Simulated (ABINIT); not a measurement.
# CdH2 (P-3m1): modes at Γ and the response to a field, part 2 of 3

Which modes does CdH2 (P-3m1) have at the zone centre?

ABINIT 10.8.3; DFT PBE, scalar-relativistic, plane waves, PseudoDojo norm-conserving pseudopotentials.

So far. Step 5 (Relaxing the cell and atoms): The volume changes by -1.5 % in this run and stands -15.2 % from the first cell. The relaxed cell has a = 3.171, c = 5.403 Å (conventional setting).

The structure was built from a prototype and need not be the compound's stable phase.

## Step 6: Ground state

First-order wavefunctions inherit every error of the ground state, hence the very tight tolvrs. The mesh is shifted off Γ, since shifted meshes converge sums over the zone faster.

The input, gs.abi:

```
# ground state
tolvrs 1.0d-16
prtden 1
prtwf 1

# basis, mesh and filling
ecut 47.0
ngkpt 9 9 4
nshiftk 1
shiftk 0.0 0.0 0.5
istwfk *1
occopt 1
nband 11
nstep 100
diemac 9.0
prtebands 0
prtgsr 0
useylm 1

# cell and atoms
acell 5.992753732 5.992753732 10.2105575
rprim 
    1.0 0.0 0.0
    -0.5 0.8660254038 0.0
    0.0 0.0 1.0
ntypat 2
znucl 48 1
natom 3
typat 1 2 2
xred 
    0.0 0.0 0.0
    1/3 2/3 0.1880627281
    2/3 1/3 0.8119372719
pp_dirpath "./pseudo"
pseudos "Cd.upf, H.upf"
```

Launch:

```bash
> OMP_NUM_THREADS=1 mpirun -n 4 abinit gs.abi > gs.log
```

Numbers of over 12 decimals in the logs are rounded to 6 here.

gs.abo, the main output file:

```text
[banners, grids, parts of the stress and lines that vanish by symmetry left out]
- input  file    -> gs.abi
- output file    -> gs.abo
- root for input  files -> gsi
[...]
Symmetries : space group P-3 m 1 (#164); Bravais hP (primitive hexag.)
[...]
mpw =        4898          nfft =      102400          nkpt =          38
[...]
== DATASET  1 ==================================================================
[...]
cutoff_energies: {ecut:  47.0, pawecutdg:  -1.0, }
[...]
ETOT  1  -169.31882008360    -1.693E+02 3.253E+00 3.536E+04
 ETOT  2  -172.68847209204    -3.370E+00 3.426E+00 3.766E+04
 ETOT  3  -175.78679565880    -3.098E+00 5.628E-02 8.569E+03
 ETOT  4  -176.20259885779    -4.158E-01 7.002E-02 3.393E+03
 ETOT  5  -176.30611790153    -1.035E-01 8.930E-03 2.078E+03
[...]
ETOT 23  -176.45560734116    -1.100E-11 2.289E-18 3.318E-16
 ETOT 24  -176.45560734116     9.379E-13 1.430E-19 1.363E-17
 At SCF step   24       vres2   =  1.36E-17 < tolvrs=  1.00E-16 =>converged.
[...]
sigma(1 1)=  1.26675392E-05  sigma(3 2)=  0.00000000E+00
  sigma(2 2)=  1.26675391E-05  sigma(3 1)=  0.00000000E+00
  sigma(3 3)=  1.25278244E-05  sigma(2 1)=  0.00000000E+00
[...]
convergence: {deltae:  9.379E-13, res2:  1.363E-17, residm:  1.430E-19, diffor: null, }
etotal    :  -1.76455607E+02
[...]
sigma(1 1)=  1.26675392E-05  sigma(3 2)=  0.00000000E+00
  sigma(2 2)=  1.26675391E-05  sigma(3 1)=  0.00000000E+00
  sigma(3 3)=  1.25278244E-05  sigma(2 1)=  0.00000000E+00
[...]
- sigma(1 1)=  3.72691872E-01  sigma(3 2)=  0.00000000E+00
- sigma(2 2)=  3.72691866E-01  sigma(3 1)=  0.00000000E+00
- sigma(3 3)=  3.68581320E-01  sigma(2 1)=  0.00000000E+00
[...]
fcart     -2.9954456594E-29 -8.6471067888E-29 -0.0000000000E+00
           strten      1.2667539243E-05  1.2667539055E-05  1.2527824421E-05
================================================================================

[key lines of the parts left out:]
pressure_GPa:  -3.7132E-01
```

The job ended after 37 s (4 MPI ranks of Arm Neoverse V1, shared host).

This step gave:

| Quantity | Value |
| --- | --- |
| pressure | -0.3713 GPa |

The cell stands at -0.37 GPa: the relaxation ran with a smoothed and higher cutoff and on another k mesh.

## Step 7: The gap at rest

Empty bands on the ground state's density check that the gap assumed so far is there in this cell.

The input, gap.abi:

```
# empty bands on the ground state's density
iscf -2
getden_filepath "gso_DEN"
tolwfr 1.0d-12
nbdbuf 2
prtwf 0

# basis, mesh and filling
ecut 47.0
ngkpt 9 9 4
nshiftk 1
shiftk 0.0 0.0 0.0
istwfk *1
occopt 1
nband 15
nstep 100
diemac 9.0
prtebands 0
prtgsr 0
useylm 1

# cell and atoms
acell 5.992753732 5.992753732 10.2105575
rprim 
    1.0 0.0 0.0
    -0.5 0.8660254038 0.0
    0.0 0.0 1.0
ntypat 2
znucl 48 1
natom 3
typat 1 2 2
xred 
    0.0 0.0 0.0
    1/3 2/3 0.1880627281
    2/3 1/3 0.8119372719
pp_dirpath "./pseudo"
pseudos "Cd.upf, H.upf"
```

Launch:

```bash
> OMP_NUM_THREADS=1 mpirun -n 4 abinit gap.abi > gap.log
```

gap.abo, the main output file:

```text
[banners, grids, parts of the stress and lines that vanish by symmetry left out]
- input  file    -> gap.abi
- output file    -> gap.abo
- root for input  files -> gapi
[...]
Symmetries : space group P-3 m 1 (#164); Bravais hP (primitive hexag.)
[...]
mpw =        4908          nfft =      102400          nkpt =          43
[...]
== DATASET  1 ==================================================================
[...]
cutoff_energies: {ecut:  47.0, pawecutdg:  -1.0, }
[...]
-outvars: echo values of variables after computation
            acell      5.9927537320E+00  5.9927537320E+00  1.0210557500E+01 Bohr
================================================================================
```

Run time: 16 s. Hardware: 4 MPI ranks.

Numbers from this step:

```yaml
gap_on_the_k_mesh: 1.725 eV
```

In this cell the gap on the mesh is 1.7 eV, indirect (smallest direct 2.9 eV), so fixed occupations hold.

## Step 8: Zone-centre response

The derivative of the wavefunctions by k comes first, since the response to a field is built on it; then the field and the displacements that symmetry doesn't supply are solved at q = 0.

It reads the wavefunctions written in step 6.

The input, dfpt_gamma.abi:

```
ndtset 2

# common to the responses
getwfk_filepath "gso_WFK"
kptopt 2
nqpt 1
qpt 0.0 0.0 0.0
asr 0
chneut 0

# d/dk
rfelfd1 2
rfdir1 1 1 1
iscf1 -3
tolwfr1 1.0d-20

# displacements, field
rfphon2 1
rfatpol2 1 3
rfdir2 1 1 1
rfelfd2 3
getddk2 1
tolvrs2 1.0d-10
prtwf2 0

# basis, mesh and filling
ecut 47.0
ngkpt 9 9 4
nshiftk 1
shiftk 0.0 0.0 0.5
istwfk *1
occopt 1
nband 11
nstep 100
diemac 9.0
prtebands 0
prtgsr 0
useylm 1

# cell and atoms
acell 5.992753732 5.992753732 10.2105575
rprim 
    1.0 0.0 0.0
    -0.5 0.8660254038 0.0
    0.0 0.0 1.0
ntypat 2
znucl 48 1
natom 3
typat 1 2 2
xred 
    0.0 0.0 0.0
    1/3 2/3 0.1880627281
    2/3 1/3 0.8119372719
pp_dirpath "./pseudo"
pseudos "Cd.upf, H.upf"
```

Launch:

```bash
> OMP_NUM_THREADS=1 mpirun -n 4 abinit dfpt_gamma.abi > dfpt_gamma.log
```

dfpt_gamma.abo, the main output file:

```text
[banners, grids, parts of the stress and lines that vanish by symmetry left out]
- input  file    -> dfpt_gamma.abi
- output file    -> dfpt_gamma.abo
- root for input  files -> dfpt_gammai
[...]
DATASET    1 : space group P-3 m 1 (#164); Bravais hP (primitive hexag.)
[...]
nfft =      102400          nkpt =         162
[...]
DATASET    2 : space group P-3 m 1 (#164); Bravais hP (primitive hexag.)
[...]
nfft =      102400          nkpt =         162
[...]
== DATASET  1 ==================================================================
[...]
cutoff_energies: {ecut:  47.0, pawecutdg:  -1.0, }
[...]
-  1.00000   1.00000  171031                  znucl, zion, pspdat
[...]
Perturbation : derivative vs k along direction   1
[...]
-ETOT  1  -32.646882822297     -3.265E+01 1.156E+00 0.000E+00
 ETOT  2  -32.952111259496     -3.052E-01 2.195E-01 0.000E+00
 ETOT  3  -32.962951549655     -1.084E-02 5.213E-03 0.000E+00
 ETOT  4  -32.963659652005     -7.081E-04 1.107E-03 0.000E+00
 ETOT  5  -32.963716851358     -5.720E-05 3.252E-05 0.000E+00
[...]
At SCF step   22   max residual=  1.00E-20 < tolwfr=  1.00E-20 =>converged.
[...]
Perturbation : derivative vs k along direction   2
[...]
-ETOT  1  -32.655887785745     -3.266E+01 1.156E+00 0.000E+00
[...]
At SCF step   22   max residual=  1.00E-20 < tolwfr=  1.00E-20 =>converged.
[...]
Perturbation : derivative vs k along direction   3
[...]
-ETOT  1  -8.471399     -8.471E+00 2.247E-01 0.000E+00
[...]
At SCF step   21   max residual=  9.99E-21 < tolwfr=  1.00E-20 =>converged.
[...]
1        1       1.2651317494    0.0000000000
     1        2      -0.4382544936   -0.0000000000
     1        3       0.0000000000    0.0000000000
     2        1      -0.4382544936   -0.0000000000
     2        2       0.7590790496    0.0000000000
     2        3       0.0000000000    0.0000000000
     3        1       0.0000000000    0.0000000000
     3        2       0.0000000000    0.0000000000
     3        3       0.5460411563   -0.0000000000
[...]
== DATASET  2 ==================================================================
[...]
cutoff_energies: {ecut:  47.0, pawecutdg:  -1.0, }
[...]
Perturbation : displacement of atom   1   along direction   1
[...]
-ETOT  1   8.413006     -1.267E+04 1.210E+02 2.592E+03
[...]
At SCF step   11       vres2   =  2.94E-11 < tolvrs=  1.00E-10 =>converged.
[...]
Perturbation : displacement of atom   1   along direction   3
[...]
-ETOT  1   41.749388933038     -3.820E+04 2.833E+02 8.650E+04
[...]
At SCF step   14       vres2   =  6.54E-12 < tolvrs=  1.00E-10 =>converged.
[...]
Perturbation : displacement of atom   2   along direction   1
[...]
-ETOT  1  0.773233     -3.539E+01 3.035E+00 4.122E+02
[...]
At SCF step   12       vres2   =  1.46E-11 < tolvrs=  1.00E-10 =>converged.
[...]
Perturbation : displacement of atom   2   along direction   3
[...]
-ETOT  1   3.489735     -1.036E+02 2.621E+00 4.622E+03
[...]
At SCF step   14       vres2   =  4.73E-11 < tolvrs=  1.00E-10 =>converged.
[...]
Perturbation : homogeneous electric field along direction   1
[...]
-ETOT  1  -222.39815438717     -2.224E+02 2.014E+01 3.316E+04
[...]
At SCF step   14       vres2   =  8.90E-12 < tolvrs=  1.00E-10 =>converged.
[...]
Perturbation : homogeneous electric field along direction   3
[...]
-ETOT  1 -0.415563     -4.156E-01 1.545E+00 2.200E+05
[...]
ETOT 12  -13.768913349996     -2.038E-11 3.292E-11 6.655E-10
 ETOT 13  -13.768913349998     -2.331E-12 2.422E-12 5.166E-11
 At SCF step   13       vres2   =  5.17E-11 < tolvrs=  1.00E-10 =>converged.
[...]
Dielectric tensor, in cartesian coordinates,
[...]
1    5   1    5         7.1081106594        -0.0000000000
   1    5   2    5        -0.0000000000        -0.0000000000
   1    5   3    5        -0.0000000000        -0.0000000000
   2    5   1    5         0.0000000000        -0.0000000000
   2    5   2    5         7.1081106596        -0.0000000000
   2    5   3    5        -0.0000000000        -0.0000000000
   3    5   1    5        -0.0000000000        -0.0000000000
   3    5   2    5        -0.0000000000        -0.0000000000
   3    5   3    5         2.4388507802        -0.0000000000
  Effective charges, in cartesian coordinates,
[...]
1    1   1    5         2.7148455915         0.0000000000
   2    1   1    5        -0.0000000000         0.0000000000
   3    1   1    5         0.0000000000         0.0000000000
   1    2   1    5        -1.3560147435         0.0000000000
   2    2   1    5         0.0000000000         0.0000000000
[...]
Effective charges, in cartesian coordinates,
[...]
2    5   1    3         0.0000000000         0.0000000000
   3    5   1    3         0.0000000000         0.0000000000
   1    5   2    3         0.0000000000         0.0000000000
   2    5   2    3        -1.3560144783         0.0000000000
   3    5   2    3         0.0000000000         0.0000000000
   1    5   3    3         0.0000000000         0.0000000000
   2    5   3    3         0.0000000000         0.0000000000
   3    5   3    3        -0.3384158721         0.0000000000
  Phonon wavevector (reduced coordinates) :  0.00000  0.00000  0.00000
 Phonon energies in Hartree :
[...]
Phonon frequencies in cm-1    :
-  1.990816E+00  1.990816E+00  2.900607E+00  2.933709E+02  2.933709E+02
-  7.732337E+02  8.230182E+02  8.230182E+02  9.627424E+02
  Phonon at Gamma, with non-analyticity in the
[...]
Phonon energies in Hartree :
[...]
Phonon frequencies in cm-1    :
-  1.990816E+00  1.991127E+00  2.900607E+00  2.933709E+02  7.732337E+02
-  7.952617E+02  8.230182E+02  8.230182E+02  9.627424E+02
  Phonon at Gamma, with non-analyticity in the
[...]
Phonon energies in Hartree :
[...]
Phonon frequencies in cm-1    :
-  1.990816E+00  1.991127E+00  2.900607E+00  2.933709E+02  7.732337E+02
-  7.952617E+02  8.230182E+02  8.230182E+02  9.627424E+02
  Phonon at Gamma, with non-analyticity in the
[...]
Phonon energies in Hartree :
[...]
Phonon frequencies in cm-1    :
-  1.990816E+00  1.990816E+00  2.901208E+00  2.933709E+02  2.933709E+02
-  8.230182E+02  8.230182E+02  8.349095E+02  9.627424E+02
[...]
fcart2     0.0000000000E+00  0.0000000000E+00  0.0000000000E+00
           strten2     0.0000000000E+00  0.0000000000E+00  0.0000000000E+00
================================================================================
```

Run time: 11 min. Hardware: 4 MPI ranks.

This step gave:

```yaml
miss_of_the_charge_sum_rule: 0.002816 e
largest_acoustic_frequency_at_the_zone_centre_before_the_sum_rule: 2.9 cm⁻¹
highest_optical_zone_centre_mode_no_lo_to_term: 962.7 cm⁻¹
lowest_optical_zone_centre_mode: 293.4 cm⁻¹
mean_high_frequency_dielectric_constant: 5.552
largest_born_charge_in_size_third_of_the_trace: 2.036 e
```

Born charge (rows field, columns displacement), before the sum rule (e), principal values of the symmetric part by kind of site:

```
atom  atoms with these values    low  middle   high   mean
 Cd1                        1   0.68    2.71   2.71   2.04
  H2                        2  -1.36   -1.36  -0.34  -1.02
```

In full for H2:

```
-1.36  0.00  0.00
 0.00 -1.36  0.00
 0.00  0.00 -0.34
```

High-frequency dielectric tensor:

```
7.11 0.00 0.00
0.00 7.11 0.00
0.00 0.00 2.44
```

The acoustic modes at Γ come out as far as 2.9 cm⁻¹ from zero, where they should vanish, a small numerical error; the Born charges miss their sum rule by 0.0028 e, which is good.

## Step 9: Modes with the sum rule

anaddb reads the merged derivatives, imposes the acoustic sum rule and charge neutrality, and adds the LO-TO term along chosen directions.

The input, anaddb.abi:

```
ddb_filepath "gamma_DDB"
output_file "anaddb.abo"
outdata_prefix "anaddb"
asr 1
chneut 1
enunit 2
eivec 1
nph1l 1
qph1l 0.0 0.0 0.0 1.0
dieflag 1
nph2l 3
qph2l 
    1.0 0.0 0.0 0.0
    0.0 0.0 1.0 0.0
    1.0 1.0 1.0 0.0
```

The input, mrgddb.in:

```
gamma_DDB
merged
2
dfpt_gammao_DS2_DDB
gso_DDB
```

Launch:

```bash
> mrgddb < mrgddb.in > mrgddb.log
> OMP_NUM_THREADS=1 anaddb anaddb.abi > anaddb.log
```

anaddb.abo, the main output file:

```text
[banners, grids, parts of the stress and lines that vanish by symmetry left out]
-outvars_anaddb: echo values of input variables ----------------------

 Flags :
[...]
Dielectric Tensor and Effective Charges
[...]
Effective charge tensors after
[...]
Phonon wavevector (reduced coordinates) :  0.00000  0.00000  0.00000
 Phonon energies in Hartree :
[...]
Phonon energies in meV     :
-  0.000000E+00  0.000000E+00  0.000000E+00  3.637320E+01  3.637320E+01
-  9.586862E+01  1.020412E+02  1.020412E+02  1.193647E+02
 Phonon frequencies in cm-1    :
-  0.000000E+00  0.000000E+00  0.000000E+00  2.933696E+02  2.933696E+02
-  7.732325E+02  8.230178E+02  8.230178E+02  9.627415E+02
 Phonon frequencies in Thz     :
-  0.000000E+00  0.000000E+00  0.000000E+00  8.795000E+00  8.795000E+00
-  2.318093E+01  2.467345E+01  2.467345E+01  2.886227E+01
 Phonon energies in Kelvin  :
-  0.000000E+00  0.000000E+00  0.000000E+00  4.220935E+02  4.220935E+02
-  1.112509E+03  1.184139E+03  1.184139E+03  1.385170E+03
[...]
-  1  0.00000000E+00  2.18955462E-03  0.00000000E+00
-     0.00000000E+00  0.00000000E+00  0.00000000E+00
-  2  0.00000000E+00  2.18959405E-03  0.00000000E+00
-     0.00000000E+00  0.00000000E+00  0.00000000E+00
-  3  0.00000000E+00  2.18959405E-03  0.00000000E+00
-     0.00000000E+00  0.00000000E+00  0.00000000E+00
[...]
-  1  0.00000000E+00  0.00000000E+00  2.18955531E-03
-     0.00000000E+00  0.00000000E+00  0.00000000E+00
-  2  0.00000000E+00  0.00000000E+00  2.18955513E-03
-     0.00000000E+00  0.00000000E+00  0.00000000E+00
-  3  0.00000000E+00  0.00000000E+00  2.18955513E-03
-     0.00000000E+00  0.00000000E+00  0.00000000E+00
[...]
-  1  2.18955462E-03  0.00000000E+00  0.00000000E+00
-     0.00000000E+00  0.00000000E+00  0.00000000E+00
-  2  2.18959405E-03  0.00000000E+00  0.00000000E+00
-     0.00000000E+00  0.00000000E+00  0.00000000E+00
-  3  2.18959405E-03  0.00000000E+00  0.00000000E+00
-     0.00000000E+00  0.00000000E+00  0.00000000E+00
[...]
-  1  0.00000000E+00 -2.93218614E-04  0.00000000E+00
-     0.00000000E+00  0.00000000E+00  0.00000000E+00
[...]
-     0.00000000E+00  0.00000000E+00  0.00000000E+00
[...]
-     0.00000000E+00  0.00000000E+00  0.00000000E+00
[...]
-     0.00000000E+00  0.00000000E+00  0.00000000E+00
[...]
-     0.00000000E+00  0.00000000E+00  0.00000000E+00
[...]
-     1         -0.000000    -0.000028     0.000000     0.000028
-     2         -0.000000     0.000000     0.000000     0.000000
-     3         -0.000028     0.000000    -0.000000     0.000028
-     4          0.000002    -1.953280     0.000000     1.953280
-     5          1.953280     0.000002     0.000000     1.953280
[...]
-     7          0.000000    -0.000000    -0.000000     0.000000
-     8          0.000000    -0.000000     0.000000     0.000000
[...]
-   1     Real    0.0000E+00  1.1454E-14  0.0000E+00  0.0000E+00  0.0000E+00  0.0000E+00  1.1454E-14
[...]
-   2     Real    0.0000E+00  0.0000E+00  0.0000E+00  0.0000E+00  0.0000E+00  0.0000E+00  0.0000E+00
[...]
-   3     Real    1.1454E-14  0.0000E+00  0.0000E+00  0.0000E+00  0.0000E+00  0.0000E+00  1.1454E-14
[...]
-   4     Real    0.0000E+00  2.0403E-03  0.0000E+00 -2.1605E-09  0.0000E+00  0.0000E+00  2.0403E-03
[...]
-   5     Real    2.0403E-03  0.0000E+00  0.0000E+00  2.1605E-09  0.0000E+00  0.0000E+00  2.0403E-03
[...]
-   7     Real    0.0000E+00  0.0000E+00  0.0000E+00  0.0000E+00  0.0000E+00  0.0000E+00  0.0000E+00
[...]
-   8     Real    0.0000E+00  0.0000E+00  0.0000E+00  0.0000E+00  0.0000E+00  0.0000E+00  0.0000E+00
[...]
Phonon at Gamma, with non-analyticity in the
[...]
Phonon energies in Hartree :
[...]
Phonon energies in meV     :
-  0.000000E+00  0.000000E+00  0.000000E+00  3.637320E+01  9.586862E+01
[...]
Phonon frequencies in cm-1    :
-  0.000000E+00  0.000000E+00  0.000000E+00  2.933696E+02  7.732325E+02
[...]
Phonon frequencies in Thz     :
-  0.000000E+00  0.000000E+00  0.000000E+00  8.795000E+00  2.318093E+01
[...]
Phonon energies in Kelvin  :
-  0.000000E+00  0.000000E+00  0.000000E+00  4.220935E+02  1.112509E+03
[...]
Phonon at Gamma, with non-analyticity in the
[...]
Phonon energies in Hartree :
[...]
Phonon energies in meV     :
-  0.000000E+00  0.000000E+00  0.000000E+00  3.637320E+01  3.637320E+01
[...]
Phonon frequencies in cm-1    :
-  0.000000E+00  0.000000E+00  0.000000E+00  2.933696E+02  2.933696E+02
[...]
Phonon frequencies in Thz     :
-  0.000000E+00  0.000000E+00  0.000000E+00  8.795000E+00  8.795000E+00
[...]
Phonon energies in Kelvin  :
-  0.000000E+00  0.000000E+00  0.000000E+00  4.220935E+02  4.220935E+02
[...]
Phonon at Gamma, with non-analyticity in the
[...]
Phonon energies in Hartree :
[...]
Phonon energies in meV     :
-  0.000000E+00  0.000000E+00  0.000000E+00  3.637320E+01  8.724202E+01
[...]
Phonon frequencies in cm-1    :
-  0.000000E+00  0.000000E+00  0.000000E+00  2.933696E+02  7.036543E+02
[...]
Phonon frequencies in Thz     :
-  0.000000E+00  0.000000E+00  0.000000E+00  8.795000E+00  2.109503E+01
[...]
Phonon energies in Kelvin  :
-  0.000000E+00  0.000000E+00  0.000000E+00  4.220935E+02  1.012402E+03
[...]
-  2  2.01750390E-03  8.50807612E-04 -2.02559686E-06
-     0.00000000E+00  0.00000000E+00  0.00000000E+00
-  3  2.01750390E-03  8.50807612E-04 -2.02559686E-06
-     0.00000000E+00  0.00000000E+00  0.00000000E+00
[...]
-  1  0.00000000E+00  0.00000000E+00  0.00000000E+00
-     0.00000000E+00  0.00000000E+00  0.00000000E+00
-  2  2.30001913E-07 -1.64963404E-02  0.00000000E+00
-     0.00000000E+00  0.00000000E+00  0.00000000E+00
-  3 -2.30001913E-07  1.64963404E-02  0.00000000E+00
-     0.00000000E+00  0.00000000E+00  0.00000000E+00
[...]
-  1  0.00000000E+00  0.00000000E+00  0.00000000E+00
-     0.00000000E+00  0.00000000E+00  0.00000000E+00
-  2  1.64963404E-02  2.30001913E-07  0.00000000E+00
-     0.00000000E+00  0.00000000E+00  0.00000000E+00
-  3 -1.64963404E-02 -2.30001913E-07  0.00000000E+00
-     0.00000000E+00  0.00000000E+00  0.00000000E+00
[...]
Direction                     Dielectric constant
[...]
0.00000   0.00000   1.00000      2.84424637
   1.00000   1.00000   1.00000     35.81052417
-
```

It took 0.51 s on 1 thread.

This step gave:

- mean static dielectric constant: 35.81
- highest mode moved by the LO-TO term: 835.0 cm⁻¹

No LO-TO term; unit eigenvectors of the mass-weighted matrix, from anaddb's displacements. The modes at Γ (shares of kinetic energy by element, %):

```
mode  frequency (cm⁻¹)  Cd %  H %
   1               0.0    98    2
   2               0.0    98    2
   3               0.0    98    2
   4             293.4     2   98
   5             293.4     2   98
   6             773.2     2   98
   7             823.0     0  100
   8             823.0     0  100
   9             962.7     0  100
```

Displacements in mode 5 (293.4 cm⁻¹), the largest set to 1:
```
Cd1  0.02  0.00  0.00
H2  -1.00  0.00  0.00
H3  -1.00  0.00  0.00
```

Displacements in mode 9 (962.7 cm⁻¹), the largest set to 1:
```
Cd1  0.00  0.00  0.00
H2   0.00  0.00  1.00
H3   0.00  0.00 -1.00
```

Static dielectric tensor (ions relaxed, fixed cell):

```
52.29  0.00  0.00
 0.00 52.29  0.00
 0.00  0.00  2.84
```

The rule moves no optical mode by more than 0.1 cm⁻¹.

(Part 2 of 3 ends here.)

[Host names and launcher messages were left out of these logs when they were recorded.]

[Logs are printed without paths, hosts, clocks, repeated set-up lines and the standing remarks that a program may print on its own settings, such as how far it seeks lower states.]

[Hosts, paths, dates, database ids (printed as entryN), source tags and the programs' standing remarks are cut or masked in the printed files.]
